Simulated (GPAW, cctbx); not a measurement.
# Bonding in Na2CuBiI6 as X-rays see it

Question: by how much does bonding change the X-ray structure factors of Na2CuBiI6, how firmly does DFT give the change, and what does a routine refinement make of it?

The start was made by putting kin elements into a known structure type; the compound need not exist, or be stable, in this form. All numbers below are calculated.

## Step 1: Relax the structure

The density hangs on the geometry, so cell and atoms are relaxed first, with the symmetry held. The cutoff is set higher than for the density because stress converges slowly with plane waves.

Settings: GPAW 26.7.0, PBE, 570 eV, 2×2×2 k-points, Fermi–Dirac width 0.05 eV, BFGS to 0.03 eV/Å.

```text
cell
1.0
     0.000000000    5.958500000    5.958500000
     5.958500000    0.000000000    5.958500000
     5.958500000    5.958500000    0.000000000
Bi I Cu Na
1 6 1 2
Direct
0.000000000 0.000000000 0.000000000
0.742900000 0.742900000 0.257100000
0.742900000 0.257100000 0.742900000
0.257100000 0.742900000 0.257100000
0.257100000 0.742900000 0.742900000
0.257100000 0.257100000 0.742900000
0.742900000 0.257100000 0.257100000
0.500000000 0.500000000 0.500000000
0.250000000 0.250000000 0.250000000
0.750000000 0.750000000 0.750000000
```

```console
$ OMP_NUM_THREADS=1 mpirun -n 4 gpaw python run.py > gpaw.log
```

```text
BFGS:    0      -24.891566        0.197149
BFGS:    1      -24.894714        0.176181
BFGS:    2      -24.906630        0.025651
cell  8.4273 8.4273 8.4273  60.00 60.00 60.00
volume 423.204 A^3, largest force 0.006 eV/A, largest stress 0.10 GPa
```

After 2 steps the volume has changed by 0.0 % and the energy by -0.015 eV; the largest stress left is 0.10 GPa. It took 54 s on 4 cores of Intel(R) Xeon(R) CPU @ 2.60GHz (Ice Lake) (shared host), peak memory 1.2 GiB.

Relaxed structure: Fm-3m (no. 225), a = 11.9180 Å, b = 11.9180 Å, c = 11.9180 Å, α = 90.00°, β = 90.00°, γ = 90.00°.

| atom | mult. | x | y | z |
| --- | --- | --- | --- | --- |
| Bi1 | 4 | 0 | 0 | 0 |
| I1 | 24 | 0 | 0 | 0.7407 |
| Cu1 | 4 | 1/2 | 0 | 0 |
| Na1 | 8 | 1/4 | 3/4 | 3/4 |

## Step 2: Density and charge transfer

X-rays see the whole electron density, so the PAW density is rebuilt with its core regions. Subtracting spherical free atoms from the same code cancels the cores and leaves the deformation density Δρ, the part due to bonding.

Settings: PBE, 450 eV, 3×3×3 k-points, Fermi–Dirac width 0.05 eV; primitive cell of 10 atoms.

```console
$ OMP_NUM_THREADS=1 mpirun -n 4 gpaw python run.py > gpaw.log
```

```text
|iter:   1|       0s |  -26.491791 | -0.34 |       |
|iter:   2|       1s |  -26.115543 | -1.97 | -1.23 |
|iter:   3|       3s |  -25.465052 | -1.87 | -1.29 |
...
|iter:   9|       9s |  -25.222041c| -5.93 | -3.44 |
|iter:  10|      11s |  -25.222047c| -6.63 | -3.98 |
|iter:  11|      12s |  -25.222047c| -7.57c| -4.73c|
```

```text
grid (84, 84, 84)  electrons 452.000  moved by bonding 1.699 e
deformation density beyond 0.5 A of the nuclei: max 0.035, min -0.096 e/A^3
atom        x       y       z   Voronoi charge  moment
Bi1    0.0000  0.0000  0.0000      0.381       0.00
I 2    0.7407  0.7407  0.2593     -0.230       0.00
I 3    0.7407  0.2593  0.7407     -0.230       0.00
I 4    0.2593  0.7407  0.2593     -0.230       0.00
I 5    0.2593  0.7407  0.7407     -0.230       0.00
I 6    0.2593  0.2593  0.7407     -0.230       0.00
I 7    0.7407  0.2593  0.2593     -0.230       0.00
Cu8    0.5000  0.5000  0.5000      0.110       0.00
Na9    0.2500  0.2500  0.2500      0.445       0.00
Na10   0.7500  0.7500  0.7500      0.445       0.00
mean inner potential of superposed free atoms 10.600 V
total magnetic moment 0.000 muB
```

Deformation density in a plane through the shortest contact of the I atom at the origin, in 0.01 e/Å³ (clipped at ±99); x from -1.6 to 4.5 Å, y from 2.4 down to -2.4 Å:

```text
  1   0   0   0   0   0   0   1   1   1  -1   0  -1   1   1   1
  0   0   0   0   0   0   0   0   0   0  -1  -2  -1   0   0   0
  0   0   1   1   1   1   0   0   0   1   1   2   1   1   0   0
  0   1   1   2   2   1   0   0   0   0   1   1   1   1   0   0
  0   1   1   1   2   1   0   1   1  -1  -2  -4  -2  -1   0   1
  2   2  -2  -1   .  -1  -2   1   1  -2  -4   .  -4  -3   1   1
  3   2  -3   .   .   .  -2   2   2  -3   .   .   .  -4   1   2
  2   2  -2  -1   .  -1  -2   1   1  -2  -4   .  -4  -2   1   1
  0   1   1   1   2   1   0   1   1  -1  -2  -4  -2  -1   1   1
  0   1   1   2   2   1   0   0   0   0   1   1   1   1   0   0
  0   0   1   1   1   1   0   0   0   1   1   2   1   1   0   0
  0   0   0   0   0   0   0   0   0   0  -1  -2  -1   0   0   0
  1   0   0   0   0   0   0   1   1   1  -1   0  -1   1   1   1
```

Atoms in or within 0.15 Å of the plane: I (0.0, 0.0), Cu (2.9, 0.0) Å. Dots mark points within about 0.45 Å of a nucleus; large values next to them are atomic features.

I gains most (-0.23 e) and Na loses most (+0.45 e), as electronegativity suggests. Such charges fall far short of formal ones, since overlapping free atoms already put density on their neighbours. Along the shortest contact from the I atom at the map's origin, I–Cu at 2.87 Å, Δρ is +0.02 e/Å³ at the midpoint: little piles up between the atoms. At the midpoints of other shortest contacts it is +0.03 (Bi–I, 3.09 Å) e/Å³. Point values carry grid noise of about 0.01 e/Å³. The run needed 11 iterations, 26 s.

## Step 3: From the density to structure factors

The Fourier components of Δρ, added to those of the free atoms, give the static X-ray structure factors; the Mott–Bethe relation turns them into the Fourier components V of the potential that fast electrons feel.

```text
static structure factors of the conventional cell: F in electrons, V (Mott-Bethe) in volts
   h  k  l      d  |F| table  |F| free   |F| DFT   change   |V| free  |V| DFT  change %
   1  1  1  6.8809   138.592   138.479   138.031   -0.448     0.394    0.452     14.6
   0  2  0  5.9590   752.667   752.408   753.828    1.420     3.317    3.180     -4.1
   0  2  2  4.2136   111.605   111.080   107.694   -3.385     0.324    0.486     50.3
   1  3  1  3.5934   219.536   219.686   219.653   -0.033     0.727    0.728      0.2
   2  2  2  3.4404   768.717   769.788   771.377    1.589     4.279    4.228     -1.2
   0  4  0  2.9795  1518.264  1518.186  1518.111   -0.075     6.688    6.690      0.0
   1  3  3  2.7342   290.982   291.444   291.526    0.082     0.971    0.969     -0.2
   0  4  2  2.6649   650.876   650.655   650.467   -0.188     2.397    2.401      0.2
   2  4  2  2.4328    97.999    96.768    97.461    0.694     0.152    0.141     -7.3
   3  3  3  2.2936   356.329   356.997   357.091    0.094     1.158    1.157     -0.1
   1  5  1  2.2936    49.722    50.172    50.898    0.727     0.088    0.098     11.8
   0  4  4  2.1068  1363.728  1363.301  1362.300   -1.001     5.066    5.078      0.2
   1  5  3  2.0145   123.958   124.523   124.915    0.392     0.202    0.198     -2.1
   2  4  4  1.9863   588.887   588.669   587.907   -0.763     1.870    1.879      0.4
```

The largest X-ray change is -3.38 e on 022, 3.0 % of |F|. For electrons V goes as (Z − F)/g², so a change of F counts against Z − F, which is small at low angle and wherever the atoms' terms cancel: |V| of 022 moves by +50.3 % (0.32 to 0.49 V) against -3.0 % in |F|. The tabulated Hartree–Fock atoms differ from the free DFT atoms by up to 1.23 e, so the choice of reference atom matters too.

## Step 4: The functional ladder

The same geometry is run with other functionals, to see whether the bonding signal is larger than the spread between approximations. Free atoms are LDA for LDA and PBE otherwise; meta-GGAs and hybrids keep PBE cores. Any other changed setting is in the row's label.

| run | ΔF 022 (e) | ΔF 222 (e) | ΔF 020 (e) | q(I) (e) | moved (e) | time |
| --- | --- | --- | --- | --- | --- | --- |
| PBE | -3.385 | +1.589 | +1.420 | -0.230 | 1.699 | 26 s |
| LDA | -3.275 | +1.238 | +1.326 | -0.217 | 1.616 | 25 s |
| r2SCAN | -3.541 | +1.671 | +1.377 | -0.254 | 1.895 | 53 s |

At the base's settings ΔF(022) spans -3.541 to -3.275 e, a spread of 8 % of the PBE value; over the three listed reflections the spread is at most 27 %, so the sign holds and the size hangs on the functional. Times are from shared hosts.

## Step 5: Refining ordinary atoms against data with bonding

Routine crystallography fits spherical atoms. To see the bias, intensities are simulated from tabulated atoms plus the DFT change ΔF, so that bonding alone can misfit (27580 reflections of the full sphere, merged to the counts below, to 0.4 Å, 1.5 % proportional noise plus counting noise, assumed isotropic U as listed, Δρ smeared by the mean U) and refined with cctbx over different ranges.

| range | data | R1 | GooF | U Bi1 (true 0.0038) | U I1 (true 0.0045) | U Cu1 (true 0.0057) | U Na1 (true 0.0077) | largest shift (Å) | Δρ max, min (e/Å³) |
| --- | --- | --- | --- | --- | --- | --- | --- | --- | --- |
| all data | 754 | 0.0031 | 0.98 | 0.0038 | 0.0045 | 0.0057 | 0.0076 | 0.0000 | 0.26, -0.29 |
| low resolution, d > 0.84 | 106 | 0.0025 | 1.01 | 0.0038 | 0.0045 | 0.0057 | 0.0076 | 0.0002 | 0.09, -0.12 |
| high order, d < 0.75 | 611 | 0.0034 | 0.96 | 0.0038 | 0.0045 | 0.0057 | 0.0076 | 0.0000 | 0.28, -0.24 |
| occupancies free, d > 0.7 | 167 | 0.0025 | 1.03 | 0.0038 | 0.0045 | 0.0057 | 0.0071 | 0.0001 | 0.11, -0.16 |

With all data GooF is 0.98, so at this noise the bonding hardly shows; the top residual peak, near noise level, lies 2.61 Å from Na and 3.00 Å from I. No U is off by more than 3 s.u. at low resolution. With Bi1 held at 1 and the scale free, the other occupancies refine to I1 0.999(0.001), Cu1 1.000(0.002) and Na1 0.988(0.006), within three s.u. of full.

## Step 6: Answer

Bonding moves 1.70 e in the primitive cell of Na2CuBiI6 and changes the structure factors of the conventional cell in the table above by at most 3.38 e (022, 3.0 %). The shortest bond, I–Cu, has Δρ = +0.02 e/Å³ at its midpoint. At the base's settings ΔF(022) spans -3.541 to -3.275 e, a spread of 8 % of the PBE value; over the three listed reflections the spread is at most 27 %, so the sign holds and the size hangs on the functional. With all data GooF is 0.98, so at this noise the bonding hardly shows. Limits: static density, frozen cores, no spin–orbit coupling.

[Outputs are excerpts: Python notices, other lines and further rows are left out; steps that failed or that the build refused (PBEsol, TPSS) are not shown.]

[Logs are printed without paths, hosts, clocks, repeated set-up lines and the standing remarks that a program may print on its own settings, such as how far it seeks lower states.]
